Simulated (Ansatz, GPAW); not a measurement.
# Cutoff, mesh and smearing for a 6-layer slab of Na(110), part 2 of 3

Wanted: a convergence study on the slab a 6-layer slab of Na(110).

GPAW 26.7.0 and Ansatz 0.2.0; Ansatz plane waves; slab in vacuum with a dipole correction, relaxation (the session's first sound run).

So far, upper work function (eV): step 2 (relaxation) 2.81.

### Step 3. The slab's potential

The work function is the vacuum plateau of the electrostatic potential less the Fermi level; a dipole layer lets the two faces have plateaus of their own.

This step: GPAW, PAW setups; slab in vacuum (GPAW 26.7.0).

Contents of run.py:

```python
import json
import numpy as np
from ase import Atoms
from gpaw import GPAW, PW

slab = Atoms(
    ['Na', 'Na', 'Na', 'Na', 'Na', 'Na'],
    positions=[
        [0.00000, 0.00000, 8.00000],
        [2.99106, 0.00000, 10.99106],
        [0.00000, 0.00000, 13.98212],
        [2.99106, 0.00000, 16.93824],
        [0.00000, 0.00000, 19.88798],
        [2.99106, 0.00000, 22.77247]],
    cell=[[2.99106, -2.115, 0.0], [2.99106, 2.115, 0.0], [0.0, 0.0, 30.95531]],
    pbc=[True, True, False])

slab.calc = GPAW(mode=PW(400), xc='PBE', kpts={'size': (9, 9, 1), 'gamma': True},
                 occupations={'name': 'fermi-dirac', 'width': 0.1}, nbands='140%',
                 convergence={'density': 1e-05}, maxiter=200,
                 poissonsolver={'dipolelayer': 'xy'},
                 symmetry={'tolerance': 1e-3}, txt='slab.txt')
result = {}
energy = slab.get_potential_energy()
fermi = slab.calc.get_fermi_level()
v = slab.calc.get_electrostatic_potential().mean((0, 1)) - fermi
n = slab.calc.get_pseudo_density().mean((0, 1))
L = slab.cell[2, 2]
z = np.arange(len(v)) * L / len(v)
low, high = slab.positions[:, 2].min(), slab.positions[:, 2].max()
below, above = np.interp([low - 5.8, high + 5.8], z, v)
slopes = [np.interp(x, z, np.gradient(v, z)) for x in (low - 5.8, high + 5.8)]
eps = np.array([[slab.calc.get_eigenvalues(k, s) for k in range(len(slab.calc.get_ibz_k_points()))]
                for s in range(slab.calc.get_number_of_spins())]) - fermi
top, bottom = eps[eps < 0].max(), eps[eps > 0].min()
dipole = slab.get_dipole_moment()[2]
print(f'energy {energy:.4f} eV, Fermi level {fermi:.4f} eV, dipole {dipole:.5f} e A')
print(f'potential 5.8 A off the faces, from the Fermi level: lower {below:.4f} eV, upper {above:.4f} eV')
print(f'slope of the potential there: lower {slopes[0]:.5f}, upper {slopes[1]:.5f} eV/A')
print(f'nearest levels on the mesh: {top:.4f} and {bottom:.4f} eV')
print('magnetic moment', round(slab.get_magnetic_moment(), 3))
result.update(energy=energy, fermi=fermi, dipole=dipole, below=below, above=above, slopes=slopes, edges=[top, bottom],
              z=z.tolist(), v=v.tolist(), n=n.tolist(), positions=slab.positions.tolist(),
              forces=slab.get_forces(apply_constraint=False).tolist(), moments=slab.get_magnetic_moments().tolist())
json.dump(result, open('result.json', 'w'))
```

Command:

```
$ OMP_NUM_THREADS=1 OPENBLAS_NUM_THREADS=1 python run.py
```

What it wrote:

```text
energy -7.6213 eV, Fermi level -0.9968 eV, dipole 0.00097 e A
potential 5.8 A off the faces, from the Fermi level: lower 2.8259 eV, upper 2.8093 eV
slope of the potential there: lower -0.00065, upper 0.00065 eV/A
nearest levels on the mesh: -0.0391 and 0.0148 eV
magnetic moment 0.0
```

Run time: 2.1 min. Hardware: 1 thread of Intel Xeon Platinum 8488C (Sapphire Rapids), shared host; peak memory 0.32 GiB.

This step gave:

```
dipole along the normal                    : 9.70e-4 e·Å
levels nearest the Fermi level on the mesh : -0.03910, 0.01478 eV from the Fermi level
upper work function                        : 2.809 eV
lower work function                        : 2.826 eV
```

The electrostatic potential energy of an electron (without an applied field's), less the Fermi level, planar mean oscillates, so the rows of the table below give means over windows of 3.01 Å about each position, cut where the curve ends. Its maxima inside the range that stand out by 2 % of the span (Å: eV): 9.5: 1.86, 12.5: 1.85, 15.5: 1.79, 18.4: 1.78, 21.4: 1.70. Its minima: 8.0: -3.47, 11.0: -3.38, 14.0: -3.40, 17.0: -3.37, 19.9: -3.38, 22.8: -3.48.

Table of electrostatic potential energy of an electron (without an applied field's), less the Fermi level, planar mean by z; means over each step:

z (Å), electrostatic potential energy of an electron (without an applied field's), less the Fermi level, planar mean (eV) and a bar from the least value:
```
     1.50       2.83 ##############################
     4.51       2.75 #############################
     7.52      -0.24 #
    10.54      -0.21 #
    13.54      -0.22 #
    16.55      -0.24 #
    19.56      -0.24 #
    22.57      -0.35 
    25.58       2.57 ############################
    28.59       2.81 ##############################
```

The pseudo valence density, planar mean oscillates, so the rows of the table below give means over windows of 3.01 Å about each position, cut where the curve ends. Its maxima inside the range that stand out by 2 % of the span (Å: e/Å³): 8.0: 0.678, 11.0: 0.683, 14.0: 0.686, 17.0: 0.677, 20.0: 0.640, 22.8: 0.687. Its minima: 9.7: 0.0294, 12.5: 0.0296, 15.5: 0.0301, 18.5: 0.0303, 21.3: 0.0312.

Table of pseudo valence density, planar mean by z; means over each step:

| z (Å) | pseudo valence density, planar mean (e/Å³) |
| --- | --- |
| 1.50 | 5.6e-6 |
| 4.51 | 0.00130 |
| 7.52 | 0.178 |
| 10.54 | 0.184 |
| 13.54 | 0.184 |
| 16.55 | 0.184 |
| 19.56 | 0.185 |
| 22.57 | 0.183 |
| 25.58 | 0.00351 |
| 28.59 | 2.0e-5 |

The potential is flat to 6.5e-4 eV/Å where it is read, so the vacuum is wide enough. The geometry is the other program's minimum; here the largest force on a free atom is 0.0051 eV/Å.

### Step 4. Cutoff 200

The cutoff limits how sharply the smooth valence waves can vary, which tells mostly near the atoms.

Edit run.py of step 3 so:

```diff
@@ -17,3 +17,3 @@
 
-slab.calc = GPAW(mode=PW(400), xc='PBE', kpts={'size': (9, 9, 1), 'gamma': True},
+slab.calc = GPAW(mode=PW(200), xc='PBE', kpts={'size': (9, 9, 1), 'gamma': True},
                  occupations={'name': 'fermi-dirac', 'width': 0.1}, nbands='140%',
```

What it wrote:

```text
energy -6.8207 eV, Fermi level -0.9962 eV, dipole 0.00089 e A
potential 5.8 A off the faces, from the Fermi level: lower 2.8271 eV, upper 2.8101 eV
slope of the potential there: lower -0.00076, upper 0.00066 eV/A
nearest levels on the mesh: -0.0394 and 0.0146 eV
magnetic moment 0.0
```

Wall time 36 s (1 thread); peak memory 0.19 GiB.

The run finished. A setting was moved off its sound value on purpose, so it serves as a test and not as the result.

The fault put into the input: a cutoff under that of the base run: the energy of the cell lies 0.80 eV from the base value (ecut = 200).

The two runs compared:

| quantity | this run | sound run | difference |
| --- | --- | --- | --- |
| upper work function (eV) | 2.8101 | 2.8093 | 8.2e-4 |
| lower work function (eV) | 2.8271 | 2.8259 | 0.00117 |

### Step 5. Cutoff 300

The cutoff limits how sharply the smooth valence waves can vary, which tells mostly near the atoms.

Edit run.py of step 4 so:

```diff
@@ -17,3 +17,3 @@
 
-slab.calc = GPAW(mode=PW(200), xc='PBE', kpts={'size': (9, 9, 1), 'gamma': True},
+slab.calc = GPAW(mode=PW(300), xc='PBE', kpts={'size': (9, 9, 1), 'gamma': True},
                  occupations={'name': 'fermi-dirac', 'width': 0.1}, nbands='140%',
```

What it wrote:

```text
energy -7.5137 eV, Fermi level -0.9973 eV, dipole 0.00094 e A
potential 5.8 A off the faces, from the Fermi level: lower 2.8276 eV, upper 2.8109 eV
slope of the potential there: lower -0.00070, upper 0.00065 eV/A
nearest levels on the mesh: -0.0393 and 0.0147 eV
magnetic moment 0.0
```

Run time: 66 s. Hardware: 1 thread; peak memory 0.24 GiB.

The run finished. A setting was moved off its sound value on purpose, so it serves as a test and not as the result.

The fault put into the input: a cutoff under that of the base run: the energy of the cell lies 0.11 eV from the base value (ecut = 300).

Side by side:

| quantity | this run | sound run | difference |
| --- | --- | --- | --- |
| upper work function (eV) | 2.8109 | 2.8093 | 0.00162 |
| lower work function (eV) | 2.8276 | 2.8259 | 0.00174 |

### Step 6. Cutoff 700: ecut = 700

The cutoff limits how sharply the smooth valence waves can vary, which tells mostly near the atoms.

Edit run.py of step 5 so:

```diff
@@ -17,3 +17,3 @@
 
-slab.calc = GPAW(mode=PW(300), xc='PBE', kpts={'size': (9, 9, 1), 'gamma': True},
+slab.calc = GPAW(mode=PW(700), xc='PBE', kpts={'size': (9, 9, 1), 'gamma': True},
                  occupations={'name': 'fermi-dirac', 'width': 0.1}, nbands='140%',
```

What it wrote:

```text
energy -7.6285 eV, Fermi level -0.9970 eV, dipole 0.00098 e A
potential 5.8 A off the faces, from the Fermi level: lower 2.8257 eV, upper 2.8091 eV
slope of the potential there: lower -0.00064, upper 0.00066 eV/A
nearest levels on the mesh: -0.0390 and 0.0148 eV
magnetic moment 0.0
```

Elapsed: 5.1 min, on 1 thread; peak memory 0.6 GiB.

Numbers from this step:

| Property | Result |
| --- | --- |
| dipole along the normal | 9.75e-4 e·Å |
| levels nearest the Fermi level on the mesh | -0.03904, 0.01481 eV from the Fermi level |

The electrostatic potential energy of an electron (without an applied field's), less the Fermi level, planar mean oscillates, so the rows of the table below give means over windows of 2.99 Å about each position, cut where the curve ends. Its maxima inside the range that stand out by 2 % of the span (Å: eV): 9.5: 1.86, 12.5: 1.84, 15.5: 1.79, 18.3: 1.77, 21.4: 1.71. Its minima: 8.0: -3.47, 11.0: -3.39, 14.0: -3.39, 17.0: -3.39, 19.9: -3.38, 22.8: -3.42.

The electrostatic potential energy of an electron (without an applied field's), less the Fermi level, planar mean by z; means over each step:

z (Å), electrostatic potential energy of an electron (without an applied field's), less the Fermi level, planar mean (eV) and a bar from the least value:
```
     1.50       2.83 ##############################
     4.49       2.75 #############################
     7.48      -0.23 #
    10.46      -0.22 #
    13.46      -0.23 #
    16.45      -0.26 #
    19.44      -0.25 #
    22.43      -0.36 
    25.42       2.49 ###########################
    28.41       2.81 ##############################
```

The pseudo valence density, planar mean oscillates, so the rows of the table below give means over windows of 2.95 Å about each position, cut where the curve ends. Its maxima inside the range that stand out by 2 % of the span (Å: e/Å³): 8.0: 0.684, 11.0: 0.685, 13.9: 0.670, 16.9: 0.666, 19.8: 0.665, 22.8: 0.688. Its minima: 9.7: 0.0294, 12.6: 0.0296, 15.4: 0.0301, 18.3: 0.0302, 21.3: 0.0312.

The pseudo valence density, planar mean by z; means over each step:

| z (Å) | pseudo valence density, planar mean (e/Å³) |
| --- | --- |
| 1.48 | 5.1e-6 |
| 4.43 | 0.00109 |
| 7.38 | 0.179 |
| 10.33 | 0.187 |
| 13.28 | 0.187 |
| 16.23 | 0.187 |
| 19.18 | 0.188 |
| 22.13 | 0.189 |
| 25.08 | 0.00739 |
| 28.03 | 5.6e-5 |

The upper face's work function is 2.809 eV, against 2.809 eV in the first plane-wave PBE run at this geometry.

### Step 7. K mesh 3×3

The mesh in the plane samples the bands: a metal's Fermi level needs it dense, and band edges must lie on it.

Edit run.py of step 6 so:

```diff
@@ -17,3 +17,3 @@
 
-slab.calc = GPAW(mode=PW(700), xc='PBE', kpts={'size': (9, 9, 1), 'gamma': True},
+slab.calc = GPAW(mode=PW(400), xc='PBE', kpts={'size': (3, 3, 1), 'gamma': True},
                  occupations={'name': 'fermi-dirac', 'width': 0.1}, nbands='140%',
```

What it wrote:

```text
energy -7.9932 eV, Fermi level -1.0999 eV, dipole 0.00127 e A
potential 5.8 A off the faces, from the Fermi level: lower 2.8531 eV, upper 2.8322 eV
slope of the potential there: lower -0.00061, upper 0.00061 eV/A
nearest levels on the mesh: -0.2193 and 0.1034 eV
magnetic moment 0.0
```

It took 29 s on 1 thread; peak memory 0.23 GiB.

The run finished with changed settings (kpts = [3, 3]); it serves as a test.

Side by side:

| quantity | this run | sound run | difference |
| --- | --- | --- | --- |
| upper work function (eV) | 2.8322 | 2.8093 | 0.0229 |
| lower work function (eV) | 2.8531 | 2.8259 | 0.0272 |

### Step 8. K mesh 5×5

The mesh in the plane samples the bands: a metal's Fermi level needs it dense, and band edges must lie on it.

Edit run.py of step 7 so:

```diff
@@ -17,3 +17,3 @@
 
-slab.calc = GPAW(mode=PW(400), xc='PBE', kpts={'size': (3, 3, 1), 'gamma': True},
+slab.calc = GPAW(mode=PW(400), xc='PBE', kpts={'size': (5, 5, 1), 'gamma': True},
                  occupations={'name': 'fermi-dirac', 'width': 0.1}, nbands='140%',
```

What it wrote:

```text
energy -7.6589 eV, Fermi level -1.0086 eV, dipole 0.00093 e A
potential 5.8 A off the faces, from the Fermi level: lower 2.8455 eV, upper 2.8295 eV
slope of the potential there: lower -0.00066, upper 0.00067 eV/A
nearest levels on the mesh: -0.0312 and 0.0279 eV
magnetic moment 0.0
```

Elapsed: 51 s, on 1 thread; peak memory 0.24 GiB.

The run finished with changed settings (kpts = [5, 5]); it serves as a test.

Side by side:

| quantity | this run | sound run | difference |
| --- | --- | --- | --- |
| upper work function (eV) | 2.8295 | 2.8093 | 0.0202 |
| lower work function (eV) | 2.8455 | 2.8259 | 0.0196 |

### Step 9. K mesh 14×14: kpts = [14, 14]

The mesh in the plane samples the bands: a metal's Fermi level needs it dense, and band edges must lie on it.

Edit run.py of step 8 so:

```diff
@@ -17,3 +17,3 @@
 
-slab.calc = GPAW(mode=PW(400), xc='PBE', kpts={'size': (5, 5, 1), 'gamma': True},
+slab.calc = GPAW(mode=PW(400), xc='PBE', kpts={'size': (14, 14, 1), 'gamma': True},
                  occupations={'name': 'fermi-dirac', 'width': 0.1}, nbands='140%',
```

What it wrote:

```text
energy -7.6062 eV, Fermi level -1.0056 eV, dipole 0.00095 e A
potential 5.8 A off the faces, from the Fermi level: lower 2.8288 eV, upper 2.8126 eV
slope of the potential there: lower -0.00065, upper 0.00065 eV/A
nearest levels on the mesh: -0.0039 and 0.0095 eV
magnetic moment 0.0
```

Elapsed: 4.5 min, on 1 thread; peak memory 0.48 GiB.

Numbers from this step:

```
dipole along the normal                    : 9.46e-4 e·Å
levels nearest the Fermi level on the mesh : -0.003916, 0.009511 eV from the Fermi level
upper work function                        : 2.813 eV
lower work function                        : 2.829 eV
```

The upper face's work function is 2.813 eV, against 2.809 eV in the first plane-wave PBE run at this geometry.

### Step 10. Scheme Methfessel-Paxton of order 0 (Gaussian), smearing 0.1

Smearing changes the occupations near the Fermi level, and with them the level itself. Smearing helps the SCF of a metal converge, but it blurs occupations at band edges near the Fermi level.

Edit run.py of step 9 so:

```diff
@@ -17,4 +17,4 @@
 
-slab.calc = GPAW(mode=PW(400), xc='PBE', kpts={'size': (14, 14, 1), 'gamma': True},
-                 occupations={'name': 'fermi-dirac', 'width': 0.1}, nbands='140%',
+slab.calc = GPAW(mode=PW(400), xc='PBE', kpts={'size': (9, 9, 1), 'gamma': True},
+                 occupations={'name': 'methfessel-paxton', 'width': 0.1}, nbands='140%',
                  convergence={'density': 1e-05}, maxiter=200,
```

What it wrote:

```text
energy -7.6234 eV, Fermi level -0.9687 eV, dipole 0.00100 e A
potential 5.8 A off the faces, from the Fermi level: lower 2.7843 eV, upper 2.7673 eV
slope of the potential there: lower -0.00061, upper 0.00062 eV/A
nearest levels on the mesh: -0.0058 and 0.0246 eV
magnetic moment 0.0
```

Run time: 2.1 min. Hardware: 1 thread; peak memory 0.32 GiB.

Numbers from this step:

| Item | Value |
| --- | --- |
| dipole along the normal | 9.97e-4 e·Å |
| levels nearest the Fermi level on the mesh | -0.005768, 0.02459 eV from the Fermi level |
| upper work function | 2.767 eV |
| lower work function | 2.784 eV |

The electrostatic potential energy of an electron (without an applied field's), less the Fermi level, planar mean oscillates, so the rows of the table below give means over windows of 3.01 Å about each position, cut where the curve ends. Its maxima inside the range that stand out by 2 % of the span (Å: eV): 9.5: 1.84, 12.5: 1.83, 15.5: 1.78, 18.4: 1.76, 21.4: 1.68. Its minima: 8.0: -3.49, 11.0: -3.40, 14.0: -3.42, 17.0: -3.39, 19.9: -3.40, 22.8: -3.49.

Table of electrostatic potential energy of an electron (without an applied field's), less the Fermi level, planar mean by z; means over each step:

z (Å), electrostatic potential energy of an electron (without an applied field's), less the Fermi level, planar mean (eV) and a bar from the least value:
```
     1.50       2.78 ##############################
     4.51       2.71 #############################
     7.52      -0.26 #
    10.54      -0.23 #
    13.54      -0.24 #
    16.55      -0.26 #
    19.56      -0.25 #
    22.57      -0.37 
    25.58       2.53 ############################
    28.59       2.77 ##############################
```

The upper face's work function is 2.767 eV, against 2.809 eV in the first plane-wave PBE run at this geometry.

### Step 11. The ladder

Times are for 1 thread of Intel Xeon Platinum 8488C (Sapphire Rapids), shared host. The series side by side:

| no. | run | upper work function (eV) | lower work function (eV) | time | memory (GiB) |
| --- | --- | --- | --- | --- | --- |
| 1 | pw | 2.809 | 2.826 | 2.1 min | 0.32 |
| 2 | cutoff 700 | 2.809 | 2.826 | 5.1 min | 0.6 |
| 3 | k mesh 14×14 | 2.813 | 2.829 | 4.5 min | 0.48 |
| 4 | scheme Methfessel-Paxton of order 0 (Gaussian), smearing 0.1 | 2.767 | 2.784 | 2.1 min | 0.32 |

(Continued in part 3 of 3.)

[Logs are printed without paths, hosts, clocks, repeated set-up lines and the standing remarks that a program may print on its own settings, such as how far it seeks lower states.]

[Hosts, paths, dates, database ids (printed as entryN), source tags and the programs' standing remarks are cut or masked in the printed files.]
